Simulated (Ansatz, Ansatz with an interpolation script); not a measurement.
# Ga2O3 (C2/m): what limits a Wannier interpolation of GW, part 2 of 2

How do the Wannier model and the GW settings move the interpolated bands of Ga2O3 (C2/m)?

Ansatz 0.2.0; maximally localised Wannier functions, LDA, plane waves, PAW; PAW set soft_1. Known limits of the many-body steps: not at the basis limit; no spin-orbit coupling; coarse k mesh.

So far. Step 4 (Wannier model on 4×4×2): Near the gap the model misses directly solved bands by 19.5 meV r.m.s. and by 232 meV at most in the window tested. This tests the starting bands, not the corrections carried with them.

### Step 5. A faulty Wannier input

The input, input.yaml:

```yaml
crystal:
  lattice:
    - [6.107, -1.51855, 0.0]
    - [6.107, 1.51855, 0.0]
    - [-1.3859889, 0.0, 5.63000874]
  atoms:
    - { symbol: Ga, position: [0.0905, 0.0905, 0.7946] }
    - { symbol: Ga, position: [0.9095, 0.9095, 0.2054] }
    - { symbol: Ga, position: [0.65866, 0.65866, 0.31402] }
    - { symbol: Ga, position: [0.34134, 0.34134, 0.68598] }
    - { symbol: O, position: [0.1645, 0.1645, 0.1098] }
    - { symbol: O, position: [0.8355, 0.8355, 0.8902] }
    - { symbol: O, position: [0.1733, 0.1733, 0.5632] }
    - { symbol: O, position: [0.8267, 0.8267, 0.4368] }
    - { symbol: O, position: [0.4959, 0.4959, 0.2566] }
    - { symbol: O, position: [0.5041, 0.5041, 0.7434] }
kpoints:
  mp_grid: { grid: [4, 4, 2] }
hamiltonian:
  xc: lda
  pseudopotentials: { kind: paw, azcp: { folder: soft_1 }, xc_functional: pbe }
scf:
  occupations: { method: fixed }
  n_extra_bands: 55
output:
  wannier:
    kmesh: [4, 4, 2]
    projections:
      - { species: Ga, l: s, shell: 4 }
      - { species: Ga, l: p, shell: 4 }
      - { species: O, l: p, shell: 2 }
    minimise: true
    write_hr: true
    seedname: w
    conv_tol: 1.0e-06
    max_iter: 20000
    stability_check: false
    disentanglement: { window: [0.52, 24.54] }
```

Run with:

```console
$ ansatz run input.yaml --threads 3 --pin off --max-ram 92160MiB --backend cuda --events-out ev --progress --plain --runs-dir out --devices 1 --max-vram 13GiB
```

Numbers of over 12 decimals in the logs are rounded to 6 here.

Log:

```text
[...]
GPUs: using 1 of 1 available (devices: 1).
[...]
GPU FFT provider: cuFFT
GPU libraries: cuBLAS 13.8.2, cuFFT 12.4.0, cuSOLVER 12.3.4
Crystal: 10 atoms, lattice volume = 104.423 Å³
Basis set: ecut = 420 eV, 2037 PW (Γ), FFT grids on a1−a2, a2, a3
Bands: 99, of which v1, the nominal top of the filled ones, is band 44 counted from 1 (43 counted from 0)
Symmetry: 4 space group operations
[...]
k-points: 14 of 32
[...]
GPU buffer pool allocated for 43200 grid points (all kernels)
[...]
SCF iter   1: F=—  HF=-18166.237449 eV  |F-HF|=—  |Δ(HF+E_count)|=         —  Δρ=1.15e-1  dr2=6.43e0  ethr=3.10e-3  ⟨swp⟩=4.9  Hψ=4542  notcnv=0  defer=733
[...]
SCF iter  10: F=-18163.879891 eV  HF=-18163.879891 eV  |F-HF|=3.19e-9  |Δ(HF+E_count)|=   1.81e-7  Δρ=3.48e-6  dr2=7.67e-9  ethr=1.14e-10  ⟨swp⟩=12.9  Hψ=10519  notcnv=0
SCF 1 converged in 10 iterations: F = -18163.879891 eV  dr2 = 7.67e-9
[...]
SCF converged after 10 iterations
Free energy (F): -18163.879891 eV
[...]
Internal energy: -18163.879891 eV  (E = F + TS)
E sigma→0 (E₀):  -18163.879891 eV
Fermi energy:    7.799351 eV
[...]
--- Band table (eV; the first three rows and the last of 14) ---
  k-point 0: bands = [... 40 lower, 7.1371, 7.3205, 7.5129, 7.7838, 10.1338, 13.3619, 14.3482, 14.4200, ... 51 higher]
  k-point 1: bands = [... 40 lower, 7.1343, 7.1667, 7.2931, 7.4994, 12.4936, 12.6107, 14.4007, 14.8514, ... 51 higher]
  k-point 2: bands = [... 40 lower, 6.7333, 7.0498, 7.2712, 7.7601, 12.4522, 13.9540, 14.6110, 15.6281, ... 51 higher]
  k-point 13: bands = [... 40 lower, 7.1496, 7.1868, 7.1986, 7.7994, 12.8983, 13.0136, 13.9472, 14.2105, ... 51 higher]
[...]
```

Elapsed: 22 s, on 1 × NVIDIA H100 80GB HBM3 (shared by 6 runs) with 3 threads of AMD EPYC 7R13 (Zen 3), shared host; peak memory 1 GiB; 29 s of CPU time.

This step gave:

```
gauge-invariant spread     : 34.05 Å²
diagonal spread            : 0.07788 Å²
off-diagonal spread        : 3.630 Å²
total spread               : 37.76 Å²
least projectability       : 0.3145
localisation steps         : 670
disentanglement steps      : 200
r.m.s. interpolation error : 0.08968 eV
r.m.s. error near the gap  : 0.07306 eV
```

No frozen window. The electronic bands at the labelled points (eV, zero at the valence-band top; v1 is the highest filled band, c1 the lowest empty one):

```csv
point,v4,v3,v2,v1,c1,c2,c3,c4
Γ,-0.68,-0.46,-0.30,-0.03,2.34,5.64,6.61,6.84
halfway,-1.08,-0.72,-0.54,-0.05,4.86,6.20,6.95,7.77
C,-0.87,-0.75,-0.47,-0.07,5.63,6.42,6.91,7.25
jump to C2,-0.87,-0.75,-0.47,-0.07,5.63,6.42,6.91,7.25
halfway,-0.82,-0.61,-0.47,-0.11,5.33,5.36,6.60,7.24
Y2,-0.69,-0.69,-0.43,-0.17,4.47,4.73,5.70,6.53
halfway,-0.71,-0.68,-0.57,-0.09,3.20,5.41,6.23,6.68
Γ,-0.68,-0.46,-0.30,-0.03,2.34,5.64,6.61,6.84
halfway,-0.70,-0.64,-0.52,-0.08,3.58,5.60,6.64,6.69
M2,-0.63,-0.59,-0.55,-0.01,5.21,5.22,6.21,6.59
halfway,-0.79,-0.79,-0.66,-0.09,6.18,6.27,7.05,7.31
D,-0.89,-0.78,-0.72,-0.57,7.03,7.09,7.58,7.97
jump to D2,-0.89,-0.78,-0.72,-0.57,7.03,7.09,7.58,7.97
halfway,-1.08,-0.84,-0.43,-0.37,5.80,5.92,7.78,8.07
A,-0.65,-0.65,-0.52,-0.26,4.73,4.82,6.64,7.56
halfway,-0.66,-0.59,-0.48,-0.26,3.28,5.82,6.54,6.87
Γ,-0.68,-0.46,-0.30,-0.03,2.34,5.64,6.61,6.84
jump to L2,-0.86,-0.81,-0.72,-0.57,7.00,7.04,7.79,7.89
halfway,-0.99,-0.75,-0.44,-0.28,5.06,6.40,7.26,7.83
Γ,-0.68,-0.46,-0.30,-0.03,2.34,5.64,6.61,6.84
halfway,-1.07,-0.73,-0.48,-0.05,4.68,6.17,6.85,7.87
V2,-0.75,-0.71,-0.48,-0.06,5.47,6.48,7.35,7.39
```

The same for Kohn-Sham, solved directly:

| point | v4 | v3 | v2 | v1 | c1 | c2 | c3 | c4 |
| --- | --- | --- | --- | --- | --- | --- | --- | --- |
| Γ | -0.68 | -0.49 | -0.30 | -0.03 | 2.32 | 5.55 | 6.53 | 6.61 |
| C | -0.87 | -0.78 | -0.50 | -0.13 | 5.59 | 6.31 | 6.80 | 6.93 |
| C2 | -0.87 | -0.78 | -0.50 | -0.13 | 5.59 | 6.31 | 6.80 | 6.93 |
| Y2 | -0.69 | -0.69 | -0.44 | -0.17 | 4.46 | 4.72 | 5.61 | 6.44 |
| Γ | -0.68 | -0.49 | -0.30 | -0.03 | 2.32 | 5.55 | 6.53 | 6.61 |
| M2 | -0.67 | -0.63 | -0.62 | -0.02 | 5.08 | 5.20 | 6.13 | 6.40 |
| D | -1.17 | -0.92 | -0.89 | -0.65 | 6.76 | 6.83 | 7.50 | 7.90 |
| D2 | -1.17 | -0.92 | -0.89 | -0.65 | 6.76 | 6.83 | 7.50 | 7.90 |
| A | -0.68 | -0.65 | -0.52 | -0.32 | 4.68 | 4.80 | 6.59 | 7.04 |
| Γ | -0.68 | -0.49 | -0.30 | -0.03 | 2.32 | 5.55 | 6.53 | 6.61 |
| L2 | -1.15 | -1.08 | -0.77 | -0.67 | 6.74 | 6.77 | 7.67 | 7.86 |
| Γ | -0.68 | -0.49 | -0.30 | -0.03 | 2.32 | 5.55 | 6.53 | 6.61 |
| V2 | -0.79 | -0.75 | -0.48 | -0.13 | 5.46 | 6.37 | 7.08 | 7.30 |

The fault put into this input: nothing frozen.

### Step 6. G0W0: 4×4×2 mesh, 479 empty bands, screening to 160 eV, PAW set soft_1 files

Now the one-shot GW correction: screening in the RPA, then the self-energy of the levels asked for.

This step: G0W0 on LDA, plane waves, PAW; PAW set soft_1.

input.yaml, the sections that differ from step 5:

```yaml
scf:
  occupations: { method: fixed }
gw:
  n_empty_bands: 479
  ecut_chi: 160.0
  qp_bands: [v18, c3]
  screening: { model: contour_deformation }
# crystal, kpoints, hamiltonian: as in step 5
# output: removed
```

Log:

```text
GPUs: using 1 of 1 available (devices: 1).
[...]
GPU FFT provider: cuFFT
GPU libraries: cuBLAS 13.8.2, cuFFT 12.4.0, cuSOLVER 12.3.4
Crystal: 10 atoms, lattice volume = 104.423 Å³
Basis set: ecut = 420 eV, 2037 PW (Γ)
Bands: 54, of which v1, the nominal top of the filled ones, is band 44 counted from 1 (43 counted from 0)
Symmetry: 4 space group operations
[...]
k-points: 14 of 32
[...]
0    34      5.5461   -25.9380     4.5606   -20.5058  0.7546     4.6617     4.6745  root
[...]
13    44      7.7994   -27.0955     4.8462   -21.4057  0.7570     6.9445     6.9559  root
    13    45     12.8984   -13.3690    -4.1342   -18.8393  0.8058    14.2582    14.2344  root
    13    46     13.0136   -12.5037    -4.2121   -18.0308  0.8040    14.3525    14.3286  root
    13    47     13.9472   -12.7159    -4.5404   -18.6284  0.7998    15.3498    15.3194  root
[key lines of the parts left out:]
SCF converged after 9 iterations
Free energy (F): -18163.879893 eV
Fermi energy:    7.799375 eV
```

Wall time 52 s (1 × NVIDIA H100 80GB HBM3 (shared by 6 runs) with 3 threads); peak memory 1.5 GiB.

The G0W0 gap on the mesh is 4.244 eV.

### Step 7. G0W0: 4×4×2 mesh, 223 empty bands, screening to 96 eV, PAW set soft_1 files

input.yaml: that of step 6 with these lines changed.

```diff
@@ -24,4 +24,4 @@
 gw:
-  n_empty_bands: 479
-  ecut_chi: 160.0
+  n_empty_bands: 223
+  ecut_chi: 96
   qp_bands: [v18, c3]
```

Log:

```text
GPUs: using 1 of 1 available (devices: 1).
[...]
GPU FFT provider: cuFFT
GPU libraries: cuBLAS 13.8.2, cuFFT 12.4.0, cuSOLVER 12.3.4
Crystal: 10 atoms, lattice volume = 104.423 Å³
Basis set: ecut = 420 eV, 2037 PW (Γ)
Bands: 54, of which v1, the nominal top of the filled ones, is band 44 counted from 1 (43 counted from 0)
Symmetry: 4 space group operations
[...]
k-points: 14 of 32
[...]
0    34      5.5461   -25.9380     4.7817   -20.5058  0.7577     4.8882     4.8956  root
[...]
13    44      7.7994   -27.0955     5.0774   -21.4057  0.7606     7.1813     7.1871  root
    13    45     12.8984   -13.3690    -3.9358   -18.8393  0.8083    14.4679    14.4328  root
    13    46     13.0136   -12.5037    -4.0183   -18.0308  0.8062    14.5576    14.5224  root
    13    47     13.9472   -12.7159    -4.3330   -18.6284  0.8021    15.5674    15.5267  root
[key lines of the parts left out:]
SCF converged after 9 iterations
Free energy (F): -18163.879893 eV
Fermi energy:    7.799375 eV
```

Wall time 31 s (1 × NVIDIA H100 80GB HBM3 (shared by 6 runs) with 3 threads); peak memory 1.3 GiB.

The G0W0 gap on the mesh is 4.148 eV.

### Step 8. G0W0: 4×4×2 mesh, 479 empty bands, screening to 160 eV, plasmon pole, PAW set soft_1 files

input.yaml: that of step 7 with these lines changed.

```diff
@@ -24,5 +24,5 @@
 gw:
-  n_empty_bands: 223
-  ecut_chi: 96
+  n_empty_bands: 479
+  ecut_chi: 160.0
   qp_bands: [v18, c3]
-  screening: { model: contour_deformation }
+  screening: { model: godby_needs }
```

Log:

```text
GPUs: using 1 of 1 available (devices: 1).
[...]
GPU FFT provider: cuFFT
GPU libraries: cuBLAS 13.8.2, cuFFT 12.4.0, cuSOLVER 12.3.4
Crystal: 10 atoms, lattice volume = 104.423 Å³
Basis set: ecut = 420 eV, 2037 PW (Γ)
Bands: 54, of which v1, the nominal top of the filled ones, is band 44 counted from 1 (43 counted from 0)
Symmetry: 4 space group operations
[...]
k-points: 14 of 32
[...]
0    34      5.5461   -25.9380     4.5490   -20.5058  0.7945     4.6575     4.6628  root
[...]
13    44      7.7994   -27.0955     4.8793   -21.4057  0.7884     6.9854     6.9889  root
    13    45     12.8984   -13.3690    -4.0354   -18.8393  0.8290    14.3397    14.3332  root
    13    46     13.0136   -12.5037    -4.1168   -18.0308  0.8285    14.4313    14.4239  root
    13    47     13.9472   -12.7159    -4.4295   -18.6284  0.8273    15.4403    15.4303  root
[key lines of the parts left out:]
SCF converged after 9 iterations
Free energy (F): -18163.879893 eV
Fermi energy:    7.799375 eV
```

It took 2 min on 1 × NVIDIA H100 80GB HBM3 (shared by 6 runs) with 3 threads; peak memory 2.6 GiB; 4.6 min of CPU time.

The G0W0 gap on the mesh is 4.262 eV.

### Step 9. Interpolated results

Times are wall times on 1 × NVIDIA H100 80GB HBM3 (shared by 6 runs) with 3 threads of AMD EPYC 7R13 (Zen 3), shared host, good to a factor of about two.

| GW mesh | empty bands | cutoff (eV) | frequency | gap on mesh (eV) | gap over zone (eV) | direct gap (eV) | valence width (eV) | GW time |
| --- | --- | --- | --- | --- | --- | --- | --- | --- |
| 4×4×2 | 479 | 160 | contour deformation | 4.244 | 4.225 | 4.275 | 7.266 | 52 s |
| 4×4×2 | 223 | 96 | contour deformation | 4.148 | 4.130 | 4.177 | 7.349 | 31 s |
| 4×4×2 | 479 | 160 | plasmon pole | 4.262 | 4.244 | 4.288 | 7.559 | 2 min |

### Step 10. What came out

- 4×4×2 mesh, 479 empty bands, screening to 160 eV, PAW set soft_1 files: 4.22 eV
- 4×4×2 mesh, 223 empty bands, screening to 96 eV, PAW set soft_1 files: 4.13 eV
- 4×4×2 mesh, 479 empty bands, screening to 160 eV, plasmon pole, PAW set soft_1 files: 4.24 eV

In words: The largest change, −0.09 eV in the gap over the zone, comes with 4×4×2 mesh, 223 empty bands, screening to 96 eV, PAW set soft_1 files. The first run is a reference, not a converged one, and where a row moves several settings no single cause can be named. Nothing frozen (4×4×2): the miss near the gap goes from 20 (the model on 4×4×2) to 73 meV and the total spread from 38.6 to 37.8 Å². With 4×4×2 mesh, 223 empty bands, screening to 96 eV, PAW set soft_1 files the gap over the zone moves by −0.09 eV and that on the mesh by −0.10 eV. With 4×4×2 mesh, 479 empty bands, screening to 160 eV, plasmon pole, PAW set soft_1 files the gap over the zone moves by +0.02 eV and that on the mesh by +0.02 eV. Gaps over the zone and on the mesh differ where an edge lies off the mesh, or where a GW run starts from another density: the starting gap over the zone is 2.319 eV, on the GW meshes it is 2.334 eV. The 4×4×2 mesh is coarse for this cell (its supercell is 12 Å along the shortest edge). The RPA ε∞ on it, from the LDA start, is 4.09, 4.30 and 4.58; such meshes misread the long-range screening, most where the gap is narrow. The many-body steps are scalar-relativistic: spin-orbit coupling is not in them.

[Paths, hosts, dates, memory and timing lines, banners, echoed tables and standing remarks are left out of the program output.]

[Logs are printed without paths, hosts, clocks, repeated set-up lines and the standing remarks that a program may print on its own settings, such as how far it seeks lower states.]

[Runs of the session that timed out or met a known fault of the program may be left out.]

[Hosts, paths, dates, database ids (printed as entryN), source tags and the programs' standing remarks are cut or masked in the printed files.]
